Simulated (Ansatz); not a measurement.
# How KCl (Sylvite, Fm-3m) expands on warming

Aim: the lattice, expansion, heat capacity and bulk modulus of KCl (Sylvite) as it warms.

What experiment has found for this phase:
- volume expansion coefficient 111.3 1e-6/K and heat capacity C_P per formula unit 51.7 J/mol/K near room temperature (given in “High-Throughput Prediction of Finite-Temperature Properties using the Quasi-Harmonic Approximation”, 2016, arXiv:1603.06924)
- volume expansion coefficient 114.9 1e-6/K near room temperature (given in “Descriptors for thermal expansion in solids”, 2017, arXiv:1701.03966)

Calculated with Ansatz 0.2.0; DFT r2SCAN, scalar-relativistic, plane waves, PAW.

## 1. Set-up

Symmetry: Fm-3m, No. 225, cubic system. Conventional cell: a = 6.293 Å, b = 6.293 Å, c = 6.293 Å, α = 90.00°, β = 90.00°, γ = 90.00°. Nearest to K lie 6 Cl at 3.15 Å. Nearest to Cl lie 6 K at 3.15 Å. Farther neighbours and most contacts between anions are not listed.

## 2. A first coarse run

Before spending time, one coarse run tells the gap and the pressure of the starting cell.

File input.yaml:

```yaml
crystal:
  lattice:
    - [0.0, 3.14647, 3.14647]
    - [3.14647, 0.0, 3.14647]
    - [3.14647, 3.14647, 0.0]
  atoms:
    - { symbol: K, position: [0.0, 0.0, 0.0] }
    - { symbol: Cl, position: [0.5, 0.5, 0.5] }
kpoints:
  mp_grid: { grid: [6, 6, 6] }
hamiltonian:
  xc: r2scan
scf:
  occupations: { method: gaussian, width: 0.1 }
  lower_state_search: "off"
output:
  forces: true
  stress: true
  eigenvalues: true
```

Command:

```sh
$ ansatz run input.yaml --threads 8 --pin off --max-ram 16384MiB --backend cpu --events-out ev --progress --plain --runs-dir out
```

Numbers of over 12 decimals in the logs are rounded to 6 here.

Output:

```text
Engine: ansatz 0.2.0, aarch64-unknown-linux-gnu
Pseudopotentials: kind: paw
Pseudopotential: K, paw, valence charge 9, recommended cutoff 500 eV (meta_gga), K.paw.azcp
Pseudopotential: Cl, paw, valence charge 7, recommended cutoff 500 eV (meta_gga), Cl.paw.azcp
Functional definition: r2SCAN
  parameter k0 = 0.174
  parameter k1 = 0.065
  parameter a1 = 4.9479
  exchange = r2scan_x(k0 = k0, k1 = k1, a1 = a1)
  correlation = r2scan_c
Crystal: 2 atoms, lattice volume = 62.302 Å³
Basis set: ecut = 500 eV, 1591 PW (Γ), exchange–correlation on 144×144×144 points (64 copies of the dense FFT grid, shifted against one another)
Bands: 12, of which v1, the nominal top of the filled ones, is band 8 counted from 1 (7 counted from 0)
Symmetry: 48 space group operations
Space group: Fm-3m (ITA 225), of the structure as read, at distance tolerance 4.0e-5 Å
k-points: 16 of 216
Non-local potential: K, projectors of the file, l = 0: 3, l = 1: 2, l = 2: 2
Non-local potential: Cl, projectors of the file, l = 0: 2, l = 1: 2, l = 2: 2
PAW form: soft (Blöchl's): semilocal exchange-correlation on the pseudo side does not see the compensation charge
PAW frozen core: K, regenerated for the run's functional (the file was generated under x = pbe(κ = 0.804, μ = 0.219515), c = pbe(β = 0.066725))
PAW frozen core: Cl, regenerated for the run's functional (the file was generated under x = pbe(κ = 0.804, μ = 0.219515), c = pbe(β = 0.066725))
PAW one-centre angular grid: K, 302 points (default); XC on 160 Gauss nodes
PAW one-centre angular grid: Cl, 302 points (default); XC on 160 Gauss nodes
Initial density: superposition of atomic densities (neutral atoms: chi_scale 0, normalization atom), corrected by the library's trained network
Initial wavefunctions: pseudopotential atomic-orbital guess
Functional: x = r2scan, c = r2scan; τ floored in thin density (d = 2e-4 eV/Å³)
SCF iter   1: F=-2630.471652 eV  HF=-2630.455105 eV  |F-HF|=1.65e-2  |Δ(HF+E_count)|=         —  Δρ=3.87e-3  dr2=4.94e-3  dr2_τ=1.48e-3  ethr=1.77e-3  ⟨swp⟩=5.6  Hψ=1269  notcnv=0
preconditioner: auto → none  [insulator: Δε(μ)=5.877 eV  Ē_g=16.204 eV  σ=0.100 eV  W_gap=1.00  n_scr=14 (ndim 8)  ℏωp=17.6 eV  f_vac=0.092  D(μ)=0.00/eV (n_scr^D=0)  ε∞_Penn≈2.2]
SCF iter   2: F=-2630.473064 eV  HF=-2630.472992 eV  |F-HF|=7.18e-5  |Δ(HF+E_count)|=   1.79e-2  Δρ=1.60e-3  dr2=6.08e-4  dr2_τ=6.35e-5  ethr=3.09e-5  ⟨swp⟩=2.0  Hψ=560  notcnv=0
SCF iter   3: F=-2630.473114 eV  HF=-2630.473100 eV  |F-HF|=1.32e-5  |Δ(HF+E_count)|=   1.08e-4  Δρ=3.66e-4  dr2=2.69e-5  dr2_τ=5.15e-6  ethr=3.80e-6  ⟨swp⟩=2.0  Hψ=356  notcnv=0
SCF iter   4: F=-2630.473114 eV  HF=-2630.473114 eV  |F-HF|=4.36e-8  |Δ(HF+E_count)|=   1.40e-5  Δρ=3.91e-5  dr2=5.30e-7  dr2_τ=3.59e-7  ethr=1.68e-7  ⟨swp⟩=2.0  Hψ=320  notcnv=0
iter 5 did not close the SCF: its close was put off for the readings that it lacked (scf_convergence_deferred on its scf_iter line)
SCF iter   5: F=-2630.473115 eV  HF=-2630.473115 eV  |F-HF|=1.62e-8  |Δ(HF+E_count)|=   9.79e-8  Δρ=7.53e-6  dr2=2.03e-8  dr2_τ=4.68e-9  ethr=3.31e-9  ⟨swp⟩=2.0  Hψ=304  notcnv=0
SCF iter   6: F=-2630.473115 eV  HF=-2630.473115 eV  |F-HF|=6.65e-10  |Δ(HF+E_count)|=   2.29e-8  Δρ=2.34e-6  dr2=3.01e-9  dr2_τ=3.57e-10  ethr=1.27e-10  ⟨swp⟩=2.5  Hψ=817  notcnv=0
SCF 1 converged in 6 iterations: F = -2630.473115 eV  dr2 = 3.01e-9
  greatest PAW one-centre occupation: 0.989 electrons in one spin orbital (limit 2), on the K atom at site 0 (counted from 0), in its partial waves of l = 0
SCF converged after 6 iterations
Free energy (F): -2630.473115 eV
Harris-Foulkes:  -2630.473115 eV  (|F-HF|=6.65e-10)
Internal energy: -2630.473115 eV  (E = F + TS)
E sigma→0 (E₀):  -2630.473115 eV
Fermi energy:    3.347818 eV
--- Per-component energies (eV) ---
  E_band       = -142.737241
  E_kinetic    = 415.666993
  E_local      = -833.671690  (includes V_loc(G=0)·N_el)
  E_nonlocal   = 40.797891
  E_hartree    = 279.409122
  E_xc         = -238.876301
  E_vxc        = -322.311352  (∫ρ·V_xc dr)
  E_paw        = -1454.445926  (= ΣΔE_a)
  E_vpaw       = -20.489333  (= ΣTr[D̂ρ^β])
  E_aug_tail   = 0.000035  (compensation charges beyond the density's cutoff)
  E_vtau       = 18.452573  (kinetic-family band-sum trace: ∫τ·v_τ [+ j·A + Jᵃ·Aᵃ] dr)
  E_ewald      = -839.020646
  E_core_change = -0.332592  (= ΣΔE_core)
  E_smearing   = -0.000000  (= −TS)
  E_closure    = 0.000000  (closes the sum)
  Σ components = -2630.473115   (vs F -2630.473115, Δ=0.00e0)
--- Forces (eV/Å), atoms counted from 1 ---
  atom   1  K     -0.00000000    -0.00000000    -0.00000000
  atom   2  Cl     0.00000000    -0.00000000    -0.00000000
  max |Σ_I F_I| component: 7.95e-30 eV/Å
--- Stress (GPa, compression-positive) ---
        0.001132      -0.000000       0.000000
        0.000000       0.001132      -0.000000
       -0.000000       0.000000       0.001132
  P = ⅓ Tr σ = 0.0011 GPa (0.011 kbar)
--- Band table (eV; the first three rows and the last of 16) ---
  k-point 0: bands = [... 4 lower, -10.4525, 0.4340, 0.4340, 0.4340, 6.2598, 9.4478, 9.4478, 9.4478]
  k-point 1: bands = [... 4 lower, -10.3958, 0.1271, 0.3491, 0.3491, 6.8947, 9.2312, 9.8048, 9.8048]
  k-point 2: bands = [... 4 lower, -10.2882, -0.3882, 0.1878, 0.1878, 8.0880, 9.2939, 10.7773, 10.7773]
  k-point 15: bands = [... 4 lower, -10.4067, -0.1436, 0.0145, 0.0731, 8.2024, 9.9343, 10.3724, 11.4749]
```

Run time: 1.1 s. Hardware: 8 threads of Arm Neoverse V2, shared host; peak memory 0.5 GiB.

Reading the cycles: dr2 is the Hartree energy of the density residual (eV), the measure of convergence; HF is the Harris–Foulkes estimate of the energy, which meets the free energy F at convergence.

Numbers from this step:

```yaml
pressure: 0.001132 GPa
gap_on_the_k_mesh: 5.826 eV
volume_per_atom: 31.15 Å³/atom
```

The start is under 0.0011 GPa at this level and looks like an insulator or semiconductor on this mesh.

## 3. Finding the static equilibrium

Phonons are second derivatives about a minimum, so cell and atoms are relaxed first, inside the symmetry of the start.

input.yaml, the sections that differ from step 2:

```yaml
scf:
  occupations: { method: gaussian, width: 0.02 }
  lower_state_search: "off"
relax:
  adjacent_minimum: "off"
  f_tol: 0.005
  max_steps: 80
  cell: { stress_tol: 0.05 }
# crystal, kpoints, hamiltonian, output: as in step 2
```

Output:

```text
[...]
Crystal: 2 atoms, lattice volume = 62.302 Å³
Basis set: ecut = 500 eV, 1591 PW (Γ), exchange–correlation on 144×144×144 points (64 copies of the dense FFT grid, shifted against one another)
Bands: 12, of which v1, the nominal top of the filled ones, is band 8 counted from 1 (7 counted from 0)
Symmetry: 48 space group operations
[...]
k-points: 16 of 216
[...]
SCF iter   1: F=-2630.471647 eV  HF=-2630.455100 eV  |F-HF|=1.65e-2  |Δ(HF+E_count)|=         —  Δρ=3.87e-3  dr2=4.94e-3  dr2_τ=1.48e-3  ethr=1.77e-3  ⟨swp⟩=6.3  Hψ=1371  notcnv=0
[...]
SCF iter   6: F=-2630.473115 eV  HF=-2630.473115 eV  |F-HF|=6.66e-10  |Δ(HF+E_count)|=   2.24e-8  Δρ=2.33e-6  dr2=2.98e-9  dr2_τ=3.55e-10  ethr=1.25e-10  ⟨swp⟩=2.0  Hψ=688  notcnv=0
SCF 1 converged in 6 iterations: F = -2630.473115 eV  dr2 = 2.98e-9
[...]
relax step   1: F+E_penalty+E_count = -2630.47311461 eV  Δ(F+E_penalty+E_count) = +0.000e0 eV  max|allowed force component| = 2.064e-29 eV/Å  Δτ_max = 0.0000 Å  P = +0.001 GPa  Ω = 62.302 Å³  (6 SCF iters, dr2 threshold 1.00e-7 eV, accepted)
[...]
iter 1 solved again at ethr=3.29e-7 eV; its pass at ethr=3.10e-3 eV (dr2=5.27e-5 eV) is discarded
SCF iter   1: F=-2630.473114 eV  HF=-2630.473114 eV  |F-HF|=1.46e-9  |Δ(HF+E_count)|=         —  Δρ=2.63e-6  dr2=4.01e-9  dr2_τ=4.40e-10  ethr=3.29e-7  ⟨swp⟩=3.0  Hψ=1917  notcnv=0
eigensolver tolerance schedule: the retry pair's looser diagonalisation over-reported the residual by 13126.56 of it (diagonalisation noise at an unbounded share of the residual, at the tolerance the schedule requests for it); recorded, not acted on — ethr = c·dr2/N_el stays at c = 1.0e-1
[...]
SCF iter   2: F=-2630.473115 eV  HF=-2630.473115 eV  |F-HF|=8.14e-11  |Δ(HF+E_count)|=   1.09e-6  Δρ=1.11e-6  dr2=4.53e-10  dr2_τ=3.54e-10  ethr=2.51e-11  ⟨swp⟩=3.3  Hψ=404  notcnv=0
[...]
SCF iter   4: F=-2630.473115 eV  HF=-2630.473115 eV  |F-HF|=9.55e-12  |Δ(HF+E_count)|=  7.46e-11  Δρ=1.82e-7  dr2=1.43e-11  dr2_τ=7.60e-12  ethr=1.00e-12  ⟨swp⟩=6.2  Hψ=866  notcnv=0
SCF 2 converged in 4 iterations: F = -2630.473115 eV  dr2 = 1.43e-11
relax step   2: F+E_penalty+E_count = -2630.47311462 eV  Δ(F+E_penalty+E_count) = -1.241e-9 eV  max|allowed force component| = 3.392e-29 eV/Å  Δτ_max = 0.0000 Å  P = +0.001 GPa  Ω = 62.302 Å³  stress off target by 1.20e-3 GPa  SCF on the basis re-selected at this cell (its energy is not comparable with the rows above)  (4 SCF iters)
basis re-selected at this cell: Δ(F+E_penalty+E_count) = -1.241e-9 eV, ΔP = +0.000 GPa vs the last step (what re-selecting the basis moved, of the pressure what is left beyond the Pulay correction that the steps carried, after the strain that the cell walked since its last selection, with what the two solves' SCF thresholds leave and, on support functions, any second-order correction that the steps lacked; it is no m [...]
SCF converged after 4 iterations
Free energy (F): -2630.473115 eV
[...]
Internal energy: -2630.473115 eV  (E = F + TS)
E sigma→0 (E₀):  -2630.473115 eV
Fermi energy:    3.346954 eV
[...]
--- Stress (GPa, compression-positive) ---
        0.001197       0.000000       0.000000
       -0.000000       0.001197       0.000000
        0.000000       0.000000       0.001197
  P = ⅓ Tr σ = 0.0012 GPa (0.012 kbar)
--- Band table (eV; the first three rows and the last of 16) ---
  k-point 0: bands = [... 4 lower, -10.4525, 0.4340, 0.4340, 0.4340, 6.2598, 9.4478, 9.4478, 9.4478]
  k-point 1: bands = [... 4 lower, -10.3958, 0.1272, 0.3492, 0.3492, 6.8948, 9.2312, 9.8048, 9.8048]
  k-point 2: bands = [... 4 lower, -10.2882, -0.3881, 0.1879, 0.1879, 8.0880, 9.2940, 10.7773, 10.7773]
  k-point 15: bands = [... 4 lower, -10.4067, -0.1435, 0.0146, 0.0731, 8.2024, 9.9343, 10.3724, 11.4749]
--- Relaxed structure (1 steps of the walk, 1 accepted, 1 SCFs on fresh bases) ---
  F+E_penalty+E_count = -2630.47311462 eV   max|allowed force component| = 3.392e-29 eV/Å   (the final SCF, on the basis selected at the relaxed cell)
  cell:  # Å, volume = 62.3018 Å³
    - [0.0, 3.14647, 3.14647]
    - [3.14647, 0.0, 3.14647]
    - [3.14647, 3.14647, 0.0]
  atoms:
    - { symbol: K, position: [0.0, 0.0, 0.0] }
    - { symbol: Cl, position: [0.500000, 0.500000, 0.500000] }
```

It took 1.2 s on 8 threads; peak memory 0.52 GiB; 6.7 s of CPU time.

Little changed from the start: no atom moved by 0.005 Å and no cell edge by 0.1 %.

Numbers from this step:

- pressure: 0.001197 GPa

## 4. Tight relaxation

The relaxation is repeated with tighter thresholds on force and stress, since phonons are sensitive to what is left; a change of mesh or smearing in the input moves the cell too.

input.yaml, the sections that differ from step 3:

```yaml
kpoints:
  mp_grid: { grid: [8, 8, 8] }
scf:
  occupations: { method: fixed }
  lower_state_search: "off"
relax:
  adjacent_minimum: "off"
  f_tol: 0.001
  max_steps: 60
  cell: { stress_tol: 0.01 }
# crystal, hamiltonian, output: as in step 3
```

Output:

```text
[...]
Crystal: 2 atoms, lattice volume = 62.302 Å³
Basis set: ecut = 500 eV, 1591 PW (Γ), exchange–correlation on 144×144×144 points (64 copies of the dense FFT grid, shifted against one another)
Bands: 12, of which v1, the nominal top of the filled ones, is band 8 counted from 1 (7 counted from 0)
Symmetry: 48 space group operations
[...]
k-points: 29 of 512
[...]
k-point 28: bands = [... 4 lower, -10.3741, -0.0480, -0.0430, -0.0430, 9.0122, 9.0122, 10.7715, 11.1592]
--- Relaxed structure (1 steps of the walk, 1 accepted, 1 SCFs on fresh bases) ---
[...]
cell:  # Å, volume = 62.3018 Å³
    - [0.0, 3.14647, 3.14647]
    - [3.14647, 0.0, 3.14647]
    - [3.14647, 3.14647, 0.0]
  atoms:
    - { symbol: K, position: [0.0, 0.0, 0.0] }
    - { symbol: Cl, position: [0.500000, 0.500000, 0.500000] }
[key lines of the parts left out:]
SCF converged after 6 iterations
Free energy (F): -2630.473114 eV
Fermi energy:    0.434038 eV
P = ⅓ Tr σ = 0.0012 GPa (0.012 kbar)
```

Run time: 1.6 s. Hardware: 8 threads; peak memory 0.55 GiB; 9.8 s of CPU time.

Little changed from the start: no atom moved by 0.005 Å and no cell edge by 0.1 %.

Numbers from this step:

```
pressure : 0.001172 GPa
```

The residual pressure is 0.0012 GPa, small enough for phonons.

(Part 1 of 2 ends here.)

[Logs are printed without paths, hosts, clocks, repeated set-up lines and the standing remarks that a program may print on its own settings, such as how far it seeks lower states.]

[Hosts, paths, dates, database ids (printed as entryN), source tags and the programs' standing remarks are cut or masked in the printed files.]

[A step with changed settings may run another functional than the one named; its input shows which.]
